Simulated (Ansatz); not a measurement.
# Supercells of CdSe(11-20)/C(110) interface (60 atoms): plane waves and support functions, part 2 of 2

Wanted: cost and convergence against size for CdSe(11-20)/C(110) interface (60 atoms).

Ansatz 0.2.0; Kohn-Sham DFT, PBE, PAW (set soft_2, large core), plane waves.

The cell: 6 Cd, 6 Se and 48 C. The host structure and its lattice constant were typed by rule, without a check against the phase diagram.

So far. Step 4 (Support functions, 60 atoms): The energy lies 46.7 meV/atom above the dense-mesh reference, and 3.5 meV/atom below plane waves of the same size, an offset between the two bases that leaves the sampling error alike. Step 5 (Plane waves, 240 atoms): The energy lies 6.97 meV/atom above the dense-mesh reference.

### Step 6. Support functions, 240 atoms

The repeated cell is solved at Γ in support functions.

This step: Kohn-Sham DFT, PBE, PAW (set soft_2, large core), localised support functions (medium) (Ansatz 0.2.0).

input.yaml reads:

```yaml
crystal:
  lattice:
    - [7.01, 0.0, 0.0]
    - [0.0, 7.4478, 0.0]
    - [0.0, 0.0, 12.06332]
  atoms:
    [... the 60 atom lines of step 2 ...]
  supercell: [2, 2, 1]
kpoints:
  mp_grid: { grid: [1, 1, 1] }
hamiltonian:
  xc: pbe
  pseudopotentials: { kind: paw, core: large }
scf:
  occupations: { method: gaussian, width: 0.05 }
  eigensolver: { kind: { support_functions: { accuracy: medium } } }
  mixing: { beta: 0.4 }
  max_iter: 150
output:
  forces: true
```

On the command line:

```console
$ ansatz run input.yaml --threads 4 --pin off --max-ram 15872MiB --backend cpu --events-out ev --progress --plain --runs-dir out
```

Numbers of over 12 decimals in the logs are rounded to 6 here.

Log:

```text
[...]
Crystal: 240 atoms, lattice volume = 2519.259 Å³
Basis set: ecut = 420 eV, 49171 PW (Γ), exchange–correlation on 192×200×162 points (8 copies of the dense FFT grid, shifted against one another)
Bands: 836, of which v1, the nominal top of the filled ones, is band 696 counted from 1 (695 counted from 0)
Symmetry: 1 space group operations
k-points: 1
[...]
SCF iter   1: F=—  HF=-307951.389852 eV  |F-HF|=—  |Δ(HF+E_count)|=         —  Δρ=1.04e-1  dr2=4.05e2  ethr=1.00e-1
[...]
SCF iter  13: F=—  HF=-307975.542151 eV  |F-HF|=—  |Δ(HF+E_count)|=   1.25e-2  Δρ=1.26e-5  dr2=6.67e-6  ethr=1.41e-9  κ⁻¹=1.5e-5(r=7)
SCF iter  14: F=-307975.542158 eV  HF=-307975.542157 eV  |F-HF|=2.44e-7  |Δ(HF+E_count)|=   6.60e-6  Δρ=7.23e-6  dr2=1.78e-6  ethr=4.79e-10
SCF 1 converged in 14 iterations: F = -307975.770884 eV  dr2 = 1.78e-6
[...]
SCF converged after 14 iterations
[...]
Free energy (F): -307975.770884 eV
[...]
Internal energy: -307975.638839 eV  (E = F + TS)
E sigma→0 (E₀):  -307975.704862 eV
Entropy (-TS):   -0.132046 eV (-0.550 meV/atom)
Fermi energy:    9.624044 eV
[...]
Σ components = -307975.770884   (vs F -307975.770884, Δ=0.00e0)
--- Forces (eV/Å), atoms counted from 1 ---
  atom   1  Cd     0.07665088     0.97223303     0.40409591
  atom   2  Se    -0.16720477    -0.49943079     2.17500371
  atom   3  Cd    -0.23651069    -0.89749228     0.55342695
  atom   4  Se    -0.44839005     0.27734856     1.94304769
  atom   5  Cd     0.20357060    -0.62293205     0.00670955
  atom   6  Se    -0.15265912    -0.30382738    -0.03737660
  [... forces on the other 234 atoms ...]
  max |Σ_I F_I| component: 3.74e-2 eV/Å
--- Band table (eV) ---
[... left out ...]
[...]
```

Elapsed: 3.9 min, on 4 threads of Arm Neoverse V2, shared host; peak memory 5.6 GiB.

The program repeats the typed cell 2×2×1 times, 240 atoms in all; totals in the log are those of the whole repeated cell, and force differences are taken after averaging over the copies of each atom.

The energy lies 3.52 meV/atom above the dense-mesh reference, and 3.5 meV/atom below plane waves of the same size, an offset between the two bases that leaves the sampling error alike.

### Step 7. Scaling with size

Differences are against the typed cell on a 5×5×3 mesh, which samples like Γ on 4500 atoms (r.m.s. force component 1.48 eV/Å). Every repeated cell is solved at Γ, and forces are averaged over the copies of each atom. Hardware: 4 threads of Arm Neoverse V2, shared host.

```
atoms  repeats              basis  Δ force, r.m.s. (meV/Å)  Δ energy (meV/atom)  less plane waves of the same size (meV/atom)  spread among copies (meV/Å)  SCF cycles     time  host memory (GiB)
   60    1×1×1        plane waves                      216                 50.2                                             -                            -          20    6.7 s               0.76
   60    1×1×1  support functions                      216                 46.7                                          -3.5                            -          23     90 s                1.7
  240    2×2×1        plane waves                     98.9                 6.97                                             -                            0          15    2 min                5.1
  240    2×2×1  support functions                     99.2                 3.52                                          -3.5                            0          14  3.9 min                5.6
```

### Step 8. What the reference run shows

The comparisons rest on this run, so its electronic structure is set out here.

Length of the force by element:

```
element  coordination  atoms  mean length of the force (eV/Å)  spread  least  most
      C           all     48                             2.55    1.03  0.615  4.20
     Cd           all      6                             1.49   0.916  0.558  2.96
     Se           all      6                             1.24   0.843  0.350  2.49
```

Löwdin charges by element (they lack the spilled electrons, 0.042 e an atom on average):

```
element  coordination  atoms  mean charge (e)  spread   least    most
      C           all     48          -0.0403  0.0988  -0.261  0.0441
     Cd           all      6             1.28   0.086    1.16    1.36
     Se           all      6           -0.538   0.297  -0.946  -0.250
```

By region:

```
region  atoms  mean length of the force (eV/Å)
  CdSe     12                             1.37
     C     48                             2.55
```

Density of states as counts of states in windows of 1 eV (from the Fermi level), total and the larger projections:

```
from (eV)  to (eV)  total   C p  CdSe  Cd d  Se p  C s
      -18      -17    6.1   2.3   0.2   0.0   0.0  3.6
      -17      -16    8.1   3.0   0.5   0.0   0.1  4.5
      -16      -15    8.2   3.2   0.4   0.0   0.0  4.5
      -15      -14    8.7   3.3   1.2   0.1   0.0  4.2
      -14      -13   14.9   3.7   7.9   0.5   0.1  3.3
      -13      -12    6.4   3.5   0.6   0.1   0.0  2.3
      -12      -11   11.3   7.2   0.7   0.3   0.1  3.3
      -11      -10   11.7   7.3   1.1   0.6   0.2  3.3
      -10       -9   14.6   5.5   7.3   6.7   0.5  1.7
       -9       -8   58.3   8.6  48.0  46.2   1.2  1.6
       -8       -7   17.4  12.3   3.2   2.3   0.5  1.9
       -7       -6   19.2  15.3   2.3   0.8   1.0  1.5
       -6       -5   20.6  16.6   2.6   0.4   1.6  1.4
       -5       -4   20.2  13.5   5.9   0.4   4.1  0.7
       -4       -3   18.8  10.5   7.5   0.4   6.4  0.5
       -3       -2   17.3   8.6   8.0   0.4   7.2  0.4
       -2       -1    9.5   6.2   2.5   0.1   2.1  0.5
       -1        0   16.8  11.1   3.4   0.2   2.6  1.7
        0        1   16.8  11.1   3.1   0.2   2.3  1.8
        1        2    7.0   4.1   1.8   0.0   1.3  0.7
        2        3    4.9   1.3   2.6   0.0   0.8  0.3
        3        4    7.9   0.9   4.7   0.0   1.7  0.4
        4        5    7.8   0.7   0.9   0.0   0.4  0.3
```

The curve was stored every 0.10 eV, coarse against its broadening of 0.08 eV, so these counts are rough.

Between -26 and -18 eV lie 11 more states.

The stored curve holds about 299 of the 348 electrons; the rest, give or take the few that broadening carries across the Fermi level, lie in deeper levels below its range.

The levels nearest the highest filled one (over half full), pooled over k-points and spins:

```
level less the highest filled one (eV)  occupation
                               -0.0127        1.36
                               -0.0087        1.28
                               -0.0085        1.27
                               -0.0047        1.20
                                -0.003        1.16
                                     0        1.09
                                0.0066        0.94
                                0.0095       0.876
                                0.0097       0.872
                                0.0106       0.852
                                0.0111       0.841
                                0.0113       0.836
```

Mean Löwdin charges: C -0.04, Cd +1.28, Se -0.54 e (they miss 0.73 % of the electrons, so they add up to more than the cell's charge). Within 0.4 eV of the Fermi level the largest share is C p (68 % of the projected weight).

### Step 9. What came out

- free energy per atom: -1283.2359 eV/atom
- density: 4.548 g/cm³
- pressure: 4.616 GPa
- r.m.s. force component: 1.482 eV/Å
- wall time of the 5 DFT runs: 15 min

Repeating the cell at Γ samples more k-points: in plane waves the energy difference from the dense mesh goes from 50.2 meV/atom at 60 atoms to 6.97 at 240, and the force difference from 216 to 99 meV/Å. At equal size the support functions lie 3.5 meV/atom below plane waves, likely because their grid holds more waves than 420 eV; no run tests this. At the largest size the support functions' forces differ from the reference by 6.7 % of the r.m.s. force, which holds the difference of sampling between the two as well as that of the basis.

58 levels are partly filled, by over 2 % (on the run's k-points): no clear gap opens at this level. Levels of broken or missing bonds inside a gap of the host would look the same.

**Limits.** The geometry was built by rule, was displaced at random and isn't relaxed at this level: its force components are 1.5 eV/Å r.m.s. The stress is far from hydrostatic: its diagonal is 6.7, 8.6, -1.5 GPa, compression counted positive. The pressure of 4.6 GPa belongs to a cell and atoms that aren't relaxed at this level.

[Logs are printed without paths, hosts, clocks, repeated set-up lines and the standing remarks that a program may print on its own settings, such as how far it seeks lower states.]

[Hosts, paths, dates, database ids (printed as entryN), source tags and the programs' standing remarks are cut or masked in the printed files.]
